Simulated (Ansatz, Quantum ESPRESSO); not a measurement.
# BN (F-43m): phonons by linear response, part 2 of 4

How does BN (F-43m) vibrate, and is this structure a minimum?

Quantum ESPRESSO 7.5; DFT PBE, scalar-relativistic, plane waves, GBRV ultrasoft pseudopotentials.

So far. Step 3 (Relaxing the cell and atoms): Little changed from the start: no atom moved by 0.005 Å and no cell edge by 0.1 %. Step 4 (Ground state): The cell stands at 0.27 GPa, close enough for stiff modes, while soft ones can move. The relaxed cell has a = 3.623 Å (conventional setting).

## 5. Phonons on a q mesh

Linear response treats each wavevector in the unit cell, with no supercell; the 4×4×4 mesh fixes the range of the force constants to be had.

ph.in reads:

```
phonons
&inputph
   prefix = 'x'
   outdir = './tmp'
   fildyn = 'x.dyn'
   tr2_ph = 1.0d-18
   epsil = .true.
   ldisp = .true.
   nq1 = 4
   nq2 = 4
   nq3 = 4
/
```

Run with:

```sh
$ OMP_NUM_THREADS=1 mpirun -n 4 ph.x -nk 4 -in ph.in > ph.out
```

Numbers of over 12 decimals in the logs are rounded to 6 here.

The program printed:

```text
[banners, grids, parts of the stress and lines that vanish by symmetry left out]
[banner, memory and clock lines left out]
Program PHONON v.7.5

[...]
Exchange-correlation= PBE
                           (   1   4   3   4   0   0   0)
[...]
(   8 q-points):
[...]
kinetic-energy cut-off    =      45.0000  Ry
     charge density cut-off    =     270.0000  Ry
     convergence threshold     =      1.0E-18
[...]
Exchange-correlation= PBE
                           (   1   4   3   4   0   0   0)
[...]
q = (   0.0000000   0.0000000   0.0000000 )
     25 Sym.Ops. (with q -> -q+G )
     G cutoff =  320.6648  (   5985 G-vectors)     FFT grid: ( 25, 25, 25)
     G cutoff =  213.7766  (   3287 G-vectors)  smooth grid: ( 24, 24, 24)
     number of k points=    72
[...]
Mode symmetry, T_d (-43m)  point group:
[...]
Dielectric constant
[...]
End of electric fields calculation
          Dielectric constant in cartesian axis
          (       4.606452314       0.000000000       0.000000000 )
          (       0.000000000       4.606452314      -0.000000000 )
          (       0.000000000       0.000000000       4.606452314 )
          Effective charges (d Force / dE) in cartesian axis without acoustic sum rule applied (asr)
           atom    1  B     Mean Z*:        1.91708
      Ex  (        1.91708        0.00000        0.00000 )
      Ey  (        0.00000        1.91708        0.00000 )
      Ez  (        0.00000       -0.00000        1.91708 )
           atom    2  N     Mean Z*:       -1.91858
      Ex  (       -1.91858        0.00000       -0.00000 )
      Ey  (       -0.00000       -1.91858       -0.00000 )
      Ez  (       -0.00000       -0.00000       -1.91858 )
          Effective charges Sum: Mean:       -0.00150
[...]
Effective charges (d Force / dE) in cartesian axis with asr applied:
           atom    1  B     Mean Z*:        1.91783
[...]
atom    2  N     Mean Z*:       -1.91783
[...]
Representation #   1 modes #   1   2   3
[...]
End of self-consistent calculation
     Convergence has been achieved
     Representation #   2 modes #   4   5   6
[...]
End of self-consistent calculation
     Convergence has been achieved
[...]
Dielectric constant in cartesian axis
          (       4.606452314       0.000000000       0.000000000 )
          (       0.000000000       4.606452314      -0.000000000 )
          (       0.000000000       0.000000000       4.606452314 )
          Effective charges (d Force / dE) in cartesian axis without acoustic sum rule applied (asr)
           atom    1  B     Mean Z*:        1.91708
      Ex  (        1.91708        0.00000        0.00000 )
      Ey  (        0.00000        1.91708        0.00000 )
      Ez  (        0.00000       -0.00000        1.91708 )
           atom    2  N     Mean Z*:       -1.91858
      Ex  (       -1.91858        0.00000       -0.00000 )
      Ey  (       -0.00000       -1.91858       -0.00000 )
      Ez  (       -0.00000       -0.00000       -1.91858 )
          Effective charges Sum: Mean:       -0.00150
[...]
Effective charges (d Force / dE) in cartesian axis with asr applied:
           atom    1  B     Mean Z*:        1.91783
[...]
atom    2  N     Mean Z*:       -1.91783
[...]
Effective charges (d P / du) in cartesian axis
[...]
q = (    0.000000000   0.000000000   0.000000000 )
[...]
freq (    1) =       0.788970 [THz] =      26.317202 [cm-1]
     freq (    2) =       0.788970 [THz] =      26.317202 [cm-1]
     freq (    3) =       0.788970 [THz] =      26.317202 [cm-1]
     freq (    4) =      30.810520 [THz] =    1027.728338 [cm-1]
     freq (    5) =      30.810520 [THz] =    1027.728338 [cm-1]
     freq (    6) =      30.810520 [THz] =    1027.728338 [cm-1]
[...]
Mode symmetry, T_d (-43m)  point group:
     freq (   1-   3) =         26.3  [cm-1]   --> T_2  G_15 P_4   I+R
     freq (   4-   6) =       1027.7  [cm-1]   --> T_2  G_15 P_4   I+R
[...]
Mode symmetry, C_3v (3m)   point group:
[...]
Representation #   1 mode #   1
[...]
End of self-consistent calculation
     Convergence has been achieved
     Representation #   2 mode #   2
[...]
End of self-consistent calculation
     Convergence has been achieved
     Representation #   3 modes #   3   4
[...]
Convergence has been achieved
     Representation #   4 modes #   5   6
[...]
Convergence has been achieved
[...]
q = (   -0.250000000   0.250000000  -0.250000000 )
[...]
freq (    1) =      10.515307 [THz] =     350.752898 [cm-1]
     freq (    2) =      10.515307 [THz] =     350.752898 [cm-1]
     freq (    3) =      18.634353 [THz] =     621.575126 [cm-1]
     freq (    4) =      29.850033 [THz] =     995.689934 [cm-1]
     freq (    5) =      29.850033 [THz] =     995.689934 [cm-1]
     freq (    6) =      36.830787 [THz] =    1228.542814 [cm-1]
[...]
Mode symmetry, C_3v (3m)   point group:
     freq (   1-   2) =        350.8  [cm-1]   --> E    L_3
     freq (   3-   3) =        621.6  [cm-1]   --> A_1  L_1
     freq (   4-   5) =        995.7  [cm-1]   --> E    L_3
     freq (   6-   6) =       1228.5  [cm-1]   --> A_1  L_1
[...]
Mode symmetry, C_3v (3m)   point group:
[...]
Representation #   1 mode #   1
[...]
Convergence has been achieved
     Representation #   2 mode #   2
[...]
Convergence has been achieved
     Representation #   3 modes #   3   4
[...]
Convergence has been achieved
     Representation #   4 modes #   5   6
[...]
Convergence has been achieved
[...]
q = (    0.500000000  -0.500000000   0.500000000 )
[...]
freq (    1) =      14.519123 [THz] =     484.305804 [cm-1]
     freq (    2) =      14.519123 [THz] =     484.305804 [cm-1]
[...]
Mode symmetry, C_3v (3m)   point group:
     freq (   1-   2) =        484.3  [cm-1]   --> E    L_3
     freq (   3-   3) =        955.8  [cm-1]   --> A_1  L_1
     freq (   4-   5) =        966.9  [cm-1]   --> E    L_3
     freq (   6-   6) =       1124.8  [cm-1]   --> A_1  L_1
[...]
Mode symmetry, C_2v (mm2)  point group:
[...]
Convergence has been achieved
[...]
Convergence has been achieved
[...]
Convergence has been achieved
[...]
Convergence has been achieved
[...]
q = (    0.000000000   0.500000000   0.000000000 )
[...]
Mode symmetry, C_2v (mm2)  point group:
     freq (   1-   1) =        467.5  [cm-1]   --> B_1  D_3  S_3
     freq (   2-   2) =        467.5  [cm-1]   --> B_2  D_4  S_4
     freq (   3-   3) =        642.9  [cm-1]   --> A_1  D_1  S_1
     freq (   4-   4) =        977.0  [cm-1]   --> B_1  D_3  S_3
     freq (   5-   5) =        977.0  [cm-1]   --> B_2  D_4  S_4
     freq (   6-   6) =       1239.8  [cm-1]   --> A_1  D_1  S_1
[...]
Mode symmetry, C_s (m)     point group:
[...]
q = (    0.750000000  -0.250000000   0.750000000 )
[...]
Mode symmetry, C_s (m)     point group:
     freq (   1-   1) =        600.0  [cm-1]   --> A''
     freq (   2-   2) =        712.1  [cm-1]   --> A'
     freq (   3-   3) =        871.5  [cm-1]   --> A'
     freq (   4-   4) =        928.8  [cm-1]   --> A''
     freq (   5-   5) =        970.7  [cm-1]   --> A'
     freq (   6-   6) =       1111.3  [cm-1]   --> A'
[...]
Mode symmetry, C_s (m)     point group:
[...]
q = (    0.500000000   0.000000000   0.500000000 )
[...]
Mode symmetry, C_s (m)     point group:
     freq (   1-   1) =        528.5  [cm-1]   --> A''
     freq (   2-   2) =        682.5  [cm-1]   --> A'
     freq (   3-   3) =        775.2  [cm-1]   --> A'
     freq (   4-   4) =        943.4  [cm-1]   --> A''
     freq (   5-   5) =       1004.8  [cm-1]   --> A'
     freq (   6-   6) =       1127.7  [cm-1]   --> A'
[...]
Mode symmetry, D_2d (-42m) point group:
[...]
Representation #   3 modes #   3   4
[...]
Convergence has been achieved
     Representation #   4 modes #   5   6
[...]
Convergence has been achieved
[...]
q = (    0.000000000  -1.000000000   0.000000000 )
[...]
freq (    5) =      29.941226 [THz] =     998.731781 [cm-1]
     freq (    6) =      34.178175 [THz] =    1140.061209 [cm-1]
[...]
Mode symmetry, D_2d (-42m) point group:
     freq (   1-   2) =        697.0  [cm-1]   --> E    X_5  W_3
     freq (   3-   4) =        885.9  [cm-1]   --> E    X_5  W_3
     freq (   5-   5) =        998.7  [cm-1]   --> A_1  X_1  W_1
     freq (   6-   6) =       1140.1  [cm-1]   --> B_2  X_3  W_2
[...]
Mode symmetry, S_4 (-4)    point group:
[...]
Convergence has been achieved
[...]
Convergence has been achieved
[...]
Convergence has been achieved
[...]
Convergence has been achieved
     Representation #   5 mode #   5
[...]
End of self-consistent calculation
     Convergence has been achieved
     Representation #   6 mode #   6
[...]
End of self-consistent calculation
     Convergence has been achieved
[...]
q = (   -0.500000000  -1.000000000   0.000000000 )
[...]
freq (    1) =      23.147189 [THz] =     772.107100 [cm-1]
     freq (    2) =      24.048579 [THz] =     802.174256 [cm-1]
     freq (    3) =      25.876212 [THz] =     863.137535 [cm-1]
     freq (    4) =      28.487125 [THz] =     950.228213 [cm-1]
     freq (    5) =      28.905266 [THz] =     964.175885 [cm-1]
     freq (    6) =      29.618405 [THz] =     987.963662 [cm-1]
[...]
Mode symmetry, S_4 (-4)    point group:
     freq (   1-   1) =        772.1  [cm-1]   --> B    W_3
     freq (   2-   2) =        802.2  [cm-1]   --> E    W_4
     freq (   3-   3) =        863.1  [cm-1]   --> A    W_1
     freq (   4-   4) =        950.2  [cm-1]   --> E    W_4
     freq (   5-   5) =        964.2  [cm-1]   --> E*   W_2
     freq (   6-   6) =        988.0  [cm-1]   --> B    W_3
```

It took 7.5 min on 4 MPI ranks of Arm Neoverse V2, shared host.

Read from the output:

| Property | Result |
| --- | --- |
| miss of the charge sum rule | 0.001500 e |
| largest acoustic frequency at the zone centre before the sum rule | 26.32 cm⁻¹ |
| highest optical zone-centre mode (no LO-TO term) | 1028 cm⁻¹ |
| lowest optical zone-centre mode | 1028 cm⁻¹ |
| mean high-frequency dielectric constant | 4.606 |
| largest Born charge in size (third of the trace) | 1.919 e |
| lowest mode on the q mesh (acoustic ones at the zone centre apart) | 350.8 cm⁻¹ |

Frequencies (cm⁻¹) at each irreducible wavevector; negative means imaginary. Frequencies by wavevector:

```
  q (fractions)  star  mode 1  mode 2  mode 3  mode 4  mode 5  mode 6
          0 0 0     1   26.32   26.32   26.32    1028    1028    1028
       0 0 0.25     8   350.8   350.8   621.6   995.7   995.7    1229
       0 0 -0.5     4   484.3   484.3   955.8   966.9   966.9    1125
    0 0.25 0.25     6   467.5   467.5   642.9     977     977    1240
    0 0.25 -0.5    24     600   712.1   871.5   928.8   970.7    1111
   0 0.25 -0.25    12   528.5   682.5   775.2   943.4    1005    1128
    0 -0.5 -0.5     3     697     697   885.9   885.9   998.7    1140
0.25 -0.5 -0.25     6   772.1   802.2   863.1   950.2   964.2     988
```

Born charge (rows field, columns displacement), before the sum rule (e), principal values of the symmetric part by kind of site:

```
atom  atoms with these values    low  middle   high   mean
  B1                        1   1.92    1.92   1.92   1.92
  N2                        1  -1.92   -1.92  -1.92  -1.92
```

In full for N2:

```
-1.92  0.00  0.00
 0.00 -1.92  0.00
 0.00  0.00 -1.92
```

High-frequency dielectric tensor:

```
4.61 0.00 0.00
0.00 4.61 0.00
0.00 0.00 4.61
```

The acoustic modes at Γ come out as far as 26.3 cm⁻¹ from zero, where they should vanish, a sizeable error of basis and grid; the Born charges miss their sum rule by 0.0015 e, which is good.

## 6. Fourier transform to real space

The dynamical matrices of the mesh are Fourier-transformed to force constants in real space, after the long-range dipole part is taken out.

q2r.in reads:

```
&input
   fildyn = 'x.dyn'
   zasr = 'simple'
   flfrc = 'x.fc'
/
```

Run with:

```sh
$ q2r.x < q2r.in > q2r.out
```

The program printed:

```text
[banners, grids, parts of the stress and lines that vanish by symmetry left out]
[banner, memory and clock lines left out]
Program Q2R v.7.5

  reading grid info from file x.dyn0

  reading force constants from file x.dyn1
 macroscopic fields = T
   4.60645   0.00000   0.00000
   0.00000   4.60645   0.00000
[...]
na=            1
[...]
na=            2
[...]
-0.00000  -1.91858  -0.00000
  -0.00000  -0.00000  -1.91858
  alpha Ewald:    1.187648
  nqs=            1
 q=   0.00000000  0.00000000  0.00000000
  reading force constants from file x.dyn2
  alpha Ewald:    1.187648
  nqs=            8
 q=  -0.25000000  0.25000000 -0.25000000
[...]
reading force constants from file x.dyn7
  alpha Ewald:    1.187648
  nqs=            3
[...]
reading force constants from file x.dyn8
  alpha Ewald:    1.187648
  nqs=            6
[...]
q=   0.00000000 -0.50000000 -1.00000000
 q=   0.00000000  0.50000000 -1.00000000

      q-space grid ok, #points =   64

      fft-check success (sum of imaginary terms < 10^-12)
```

The job ended after 0.46 s (1 thread).

## 7. Dispersion

From the force constants any wavevector is cheap; points of the mesh come back as solved, but for the sum rule and, in polar crystals, the LO-TO term at Γ; the rest is interpolation.

matdyn.in reads:

```
&input
   asr = 'simple'
   flfrc = 'x.fc'
   flfrq = 'x.freq'
   flvec = 'x.modes'
   q_in_band_form = .true.
   q_in_cryst_coord = .true.
/
8
  0.0000000   0.0000000   0.0000000  12  ! GAMMA
 -0.0000000   0.5000000   0.5000000  12  ! X
 -0.0000000   0.6250000   0.3750000   1  ! U
 -0.3750000   0.3750000  -0.0000000  12  ! K
  0.0000000   0.0000000   0.0000000  12  ! GAMMA
 -0.0000000   0.5000000   0.0000000  12  ! L
 -0.2500000   0.5000000   0.2500000  12  ! W
 -0.0000000   0.5000000   0.5000000   1  ! X
```

Run with:

```sh
$ matdyn.x -in matdyn.in > matdyn.out
```

The program printed:

```text
[banner, memory and clock lines left out]
Program MATDYN v.7.5

 mass for atomic type   1 not given; uses mass from file x.fc
 mass for atomic type   2 not given; uses mass from file x.fc
```

Wall time 0.46 s (1 thread).

Numbers from this step:

* lowest frequency on the path: 0 cm⁻¹

Matdyn.x, sum rule simple. The phonon branches at the labelled points (cm⁻¹):

```
    point  branch 1  branch 2  branch 3  branch 4  branch 5  branch 6
        Γ         0         0         0      1027      1027      1264
  halfway       467       467       642       977       977      1240
        X       696       696       885       885       999      1140
  halfway       688       746       881       889       994      1111
        U       659       852       865       899       958      1066
jump to K       659       852       865       899       958      1066
  halfway       420       530       659       975      1006      1194
        Γ         0         0         0      1027      1027      1264
  halfway       350       350       621       995       995      1228
        L       484       484       956       966       966      1124
  halfway       594       684       926       935       982      1063
        W       771       802       863       950       964       988
  halfway       729       745       879       893       994      1081
        X       696       696       885       885       999      1140
```

The phonon branches as a text plot (rows in cm⁻¹):

```
   1237 |*********               *************
   1185 |         **           **             **
   1132 |           ****      *                 ****           **
   1079 |               ******                      ***      **
   1027 |*****                **************           ***  *
    974 |     ***   ******  ** ***          *********************
    921 |        ***     ******                 *   ****** ***
    869 |         * ******  *                  *        *********
    816 |        *       *****                          ****
    763 |               *    **               *        *  ****
    711 |       *   ****       *             *          **    ***
    658 |      *   *    ****  * *                    ***
    606 |        **         *  * *          *         *
    553 |     * *            ** *          *        **
    500 |                      *  *              ****
    448 |    * *                 *        *   ***
    395 |     *                 *  *         *
    342 |   **                   **      *  *
    290 |                         **       *
    237 |  **                      **   * *
    184 |  *                        *    *
    132 | *                         *** *
     79 | *                          **
     26 |*                             *
         Γ           X  U|K            Γ         L        W     X
```

All branches are real along the path.

## 8. Sums over the zone

Sums over the zone need many more wavevectors than were solved, so the interpolation is sampled on a dense mesh.

matdyn.in reads:

```
&input
   asr = 'simple'
   flfrc = 'x.fc'
   dos = .true.
   fldos = 'x.dos'
   nk1 = 22
   nk2 = 22
   nk3 = 22
   deltaE = 1.0
/
```

Run with:

```sh
$ matdyn.x -in matdyn.in > matdyn.out
```

The program printed:

```text
[banner, memory and clock lines left out]
Program MATDYN v.7.5

 mass for atomic type   1 not given; uses mass from file x.fc
 mass for atomic type   2 not given; uses mass from file x.fc
```

Run time: 22 s. Hardware: 1 thread.

Read from the output:

```yaml
share_of_modes_beyond_3i_cm_minus1_on_the_dense_interpolated_mesh: 0
zero_point_energy_per_atom: 155.9 meV
heat_capacity_at_300_k: 8.277 J/(mol atoms K)
vibrational_entropy_at_300_k: 3.48 J/(mol atoms K)
```

The phonon density of states has structure finer than the step of the table below, so its rows give means over 50 cm⁻¹, whole bins alone (the curve runs from 0 to 1264 cm⁻¹). Peaks (cm⁻¹: height): total 872.0: 0.0135, 984.0: 0.0327, 1064.0: 0.00656; B 984.0: 0.0180, 1064.0: 0.00406; N 872.0: 0.00964, 928.0: 0.00889, 984.0: 0.0147, 1064.0: 0.0025.

Tetrahedra. The phonon density of states by wavenumber; means over each step; values in 1/cm⁻¹/cell:

```
wavenumber (cm⁻¹)    total        B        N
               50   1.0e-5   3.3e-6   5.2e-6
              100   7.7e-5   3.3e-5   4.2e-5
              150   1.9e-4   8.7e-5   1.1e-4
              200   3.6e-4   1.6e-4   2.0e-4
              250   5.9e-4   2.6e-4   3.3e-4
              300   9.0e-4   4.0e-4   5.1e-4
              350  0.00133   5.8e-4   7.5e-4
              400  0.00196   8.6e-4  0.00109
              450  0.00302  0.00133  0.00169
              500  0.00504  0.00221  0.00283
              550  0.00564  0.00250  0.00314
              600  0.00607  0.00273  0.00334
              650  0.00655  0.00299  0.00356
              700  0.00626  0.00291  0.00335
              750  0.00475  0.00211  0.00264
              800  0.00476  0.00197  0.00279
              850  0.00552  0.00187  0.00365
              900   0.0120  0.00540  0.00655
              950   0.0185  0.00976  0.00869
             1000   0.0167  0.00916  0.00756
             1050  0.00383  0.00234  0.00149
             1100  0.00553  0.00375  0.00179
             1150  0.00460  0.00305  0.00155
             1200  0.00376  0.00230  0.00145
```

Harmonic thermodynamic functions per atom, summed over the density of states scaled to three modes an atom; melting is ignored. Thermodynamic functions:

```
T (K)  F_vib (meV/atom)  S (J/mol-atom/K)  C_V (J/mol-atom/K)
    0             155.9                 0                   0
   50             155.9             0.011               0.037
  100             155.8             0.118               0.412
  200             155.3              1.17               3.486
  300               153              3.48               8.277
  400             147.8             6.468               12.53
  500             139.5              9.62               15.66
  600               128             12.68               17.86
  700             113.3             15.56               19.42
  800             95.77             18.23               20.54
  900             75.58              20.7               21.36
 1000             52.92             22.98               21.98
```

At 300 K the heat capacity has reached 33 % of the Dulong-Petit value.

(Part 2 of 4 ends here.)

[Host names and launcher messages were left out of these logs when they were recorded.]

[Logs are printed without paths, hosts, clocks, repeated set-up lines and the standing remarks that a program may print on its own settings, such as how far it seeks lower states.]

[Hosts, paths, dates, database ids (printed as entryN), source tags and the programs' standing remarks are cut or masked in the printed files.]
